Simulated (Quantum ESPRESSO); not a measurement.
# Fixed-spin-moment curve of MnCuAs, part 2 of 2

How stiff is the total moment of MnCuAs, and does E(M) have further minima?

Quantum ESPRESSO 7.5; PBE; plane waves with GBRV 1.5 PBE potentials, no spin-orbit coupling.

So far, absolute magnetization (μB): step 2 (No moment imposed) 8.18.

### 4. Moment fixed at 1.179 μB

pw.in reads:

```
&CONTROL
  calculation = 'scf'
  prefix = 'pwscf'
  outdir = './tmp'
  pseudo_dir = './pseudo'
  disk_io = 'nowf'
/
&SYSTEM
  ibrav = 0
  celldm(1) = 8
  nat = 6
  ntyp = 3
  ecutwfc = 40
  ecutrho = 280
  nbnd = 56
  occupations = 'smearing'
  smearing = 'fd'
  degauss = 0.00367493
  nspin = 2
  starting_magnetization(1) = 0
  starting_magnetization(2) = 0.0393
  starting_magnetization(3) = 0
  tot_magnetization = 1.179
/
&ELECTRONS
  conv_thr = 1.2d-08
  electron_maxstep = 150
  mixing_beta = 0.3
/
ATOMIC_SPECIES
Cu     63.5460 cu_pbe_v1.2.uspp.F.UPF
Mn     54.9380 mn_pbe_v1.5.uspp.F.UPF
As     74.9216 as_pbe_v1.uspp.F.UPF
CELL_PARAMETERS alat
   0.9023442245088    0.0000000000000    0.0000000000000
   0.0000000000000    0.9023442245088    0.0000000000000
   0.0000000000000    0.0000000000000    1.4924112069232
ATOMIC_POSITIONS crystal
Cu      0.7500000000    0.2500000000    0.0000000000
Cu      0.2500000000    0.7500000000    0.0000000000
Mn      0.2500000000    0.2500000000    0.6700000000
Mn      0.7500000000    0.7500000000    0.3300000000
As      0.2500000000    0.2500000000    0.2660000000
As      0.7500000000    0.7500000000    0.7340000000
K_POINTS automatic
8 8 8 0 0 0
```

The run is started by

```
> OMP_NUM_THREADS=1 mpirun -n 4 pw.x -nk 4 -in pw.in > pw.out
```

Log:

```text
     [... lines left out ...]
Program PWSCF v.7.5 starts
     [... lines left out ...]
     number of atoms/cell      =            6
     [... lines left out ...]
     number of electrons       =        78.00 (up:  39.59, down:  38.41)
     number of Kohn-Sham states=           56
     kinetic-energy cutoff     =      40.0000  Ry
     charge density cutoff     =     280.0000  Ry
     scf convergence threshold =      1.2E-08
     [... lines left out ...]
     16 Sym. Ops., with inversion, found (12 have fractional translation)
     [... lines left out ...]
     number of k points=    75  Fermi-Dirac smearing, width (Ry)=  0.0037
     [... lines left out ...]
     iteration # 20     ecut=    40.00 Ry     beta= 0.30
     [... lines left out ...]
     Magnetic moment per site  (integrated on atomic sphere of radius R)
     atom   1 (R=0.248)  charge= 17.7535  magn= -0.0332
     atom   2 (R=0.248)  charge= 17.7535  magn= -0.0332
     atom   3 (R=0.249)  charge= 13.2759  magn=  0.6652
     atom   4 (R=0.249)  charge= 13.2759  magn=  0.6652
     atom   5 (R=0.248)  charge=  2.8710  magn= -0.0362
     atom   6 (R=0.248)  charge=  2.8710  magn= -0.0362
     [... lines left out ...]
     the spin up/dw Fermi energies are    12.2384   12.6799 ev
!    total energy              =   -1310.36079567 Ry
     estimated scf accuracy    <          7.9E-09 Ry
     smearing contrib. (-TS)   =      -0.00438839 Ry
     [... lines left out ...]
     total magnetization       =     1.18 Bohr mag/cell
     absolute magnetization    =     1.75 Bohr mag/cell
     convergence has been achieved in  20 iterations
```

Run time: 3.4 min. Hardware: 4 MPI ranks of Arm Neoverse V2, shared host; peak memory 0.79 GiB.

Spin moment in the atom's sphere by atom:

```
atom  spin moment in the atom's sphere (μB)
 Cu1                                 -0.033
 Cu2                                 -0.033
 Mn3                                  0.665
 Mn4                                  0.665
 As5                                 -0.036
 As6                                 -0.036
```

This step gave:

```
magnetization                                 : 1.179 μB
absolute magnetization                        : 1.751 μB
half the difference of the two Fermi energies : -220.7 meV
```

### 5. Moment fixed at 2.357 μB

Edit pw.in of step 4 so:

```diff
@@ -14,3 +14,3 @@
   ecutrho = 280
-  nbnd = 56
+  nbnd = 57
   occupations = 'smearing'
@@ -20,5 +20,5 @@
   starting_magnetization(1) = 0
-  starting_magnetization(2) = 0.0393
+  starting_magnetization(2) = 0.0786
   starting_magnetization(3) = 0
-  tot_magnetization = 1.179
+  tot_magnetization = 2.357
 /
```

Log:

```text
     [... lines left out ...]
Program PWSCF v.7.5 starts
     [... lines left out ...]
     number of atoms/cell      =            6
     [... lines left out ...]
     number of electrons       =        78.00 (up:  40.18, down:  37.82)
     number of Kohn-Sham states=           57
     kinetic-energy cutoff     =      40.0000  Ry
     charge density cutoff     =     280.0000  Ry
     scf convergence threshold =      1.2E-08
     [... lines left out ...]
     16 Sym. Ops., with inversion, found (12 have fractional translation)
     [... lines left out ...]
     number of k points=    75  Fermi-Dirac smearing, width (Ry)=  0.0037
     [... lines left out ...]
     iteration # 18     ecut=    40.00 Ry     beta= 0.30
     [... lines left out ...]
     Magnetic moment per site  (integrated on atomic sphere of radius R)
     atom   1 (R=0.248)  charge= 17.7539  magn= -0.0727
     atom   2 (R=0.248)  charge= 17.7539  magn= -0.0727
     atom   3 (R=0.249)  charge= 13.2744  magn=  1.4013
     atom   4 (R=0.249)  charge= 13.2744  magn=  1.4013
     atom   5 (R=0.248)  charge=  2.8727  magn= -0.0977
     atom   6 (R=0.248)  charge=  2.8727  magn= -0.0977
     [... lines left out ...]
     the spin up/dw Fermi energies are    12.1981   12.8945 ev
!    total energy              =   -1310.38725563 Ry
     estimated scf accuracy    <       0.00000001 Ry
     smearing contrib. (-TS)   =      -0.00378183 Ry
     [... lines left out ...]
     total magnetization       =     2.36 Bohr mag/cell
     absolute magnetization    =     3.50 Bohr mag/cell
     convergence has been achieved in  18 iterations
```

Elapsed: 3 min, on 4 MPI ranks; peak memory 0.81 GiB; 12 min of CPU time.

Numbers from this step:

| Item | Value |
| --- | --- |
| magnetization | 2.357 μB |
| absolute magnetization | 3.499 μB |
| half the difference of the two Fermi energies | -348.2 meV |
| largest moment | 1.401 μB |

### 6. The curve

The runs not shown differ in the target, the start and the number of states alone. The point at 7.86 μB is the free run, entered with slope zero.

The energy over the lowest by total spin moment:

```
total spin moment (μB a cell)  energy over the lowest (meV a cell)
                         0.00                                 2559
                         1.18                                 2221
                         2.36                                 1861
                         3.54                                 1412
                         4.71                                  909
                         5.89                                  439
                         7.07                                 87.4
                         7.86                                    0
                         8.25                                 22.7
                         9.43                                  347
                        10.61                                 1404
```

The dE/dM by total spin moment:

```
total spin moment (μB a cell)  dE/dM (meV/μB)
                         0.00          -0.106
                         1.18            -221
                         2.36            -348
                         3.54            -412
                         4.71            -424
                         5.89            -363
                         7.07            -206
                         7.86               0
                         8.25             114
                         9.43             478
                        10.61            1366
```

Table of largest site moment by total spin moment:

```
total spin moment (μB a cell)  largest site moment (μB)
                         0.00                    1.2e-4
                         1.18                     0.665
                         2.36                      1.40
                         3.54                      2.02
                         4.71                      2.60
                         5.89                      3.07
                         7.07                      3.46
                         7.86                      3.67
                         8.25                      3.76
                         9.43                      4.00
                        10.61                      4.19
```

### 7. Results

```
moment of the free run                              : 7.86 μB a cell
energy at zero total moment                         : 2559 meV a cell over the lowest
ΔE/ΔM² from the lowest point to 8.25 and to 7.07 μB : 147 and 141 meV/μB²
```

At zero total moment the site moments vanish, so the 2559 meV a cell is the energy of forming them. The points show one minimum alone. All runs start parallel; opposed orders may lie lower.

[Logs and program files are shortened in this print: banners, set-up blocks, solver, clock and traceback lines can be left out without a mark of their own.]

[Logs are printed without paths, hosts, clocks, repeated set-up lines and the standing remarks that a program may print on its own settings, such as how far it seeks lower states.]

[Hosts, paths, dates, database ids (printed as entryN), source tags and the programs' standing remarks are cut or masked in the printed files.]

[Where a cell is said to come from a database of computed structures, the database is the Materials Project.]
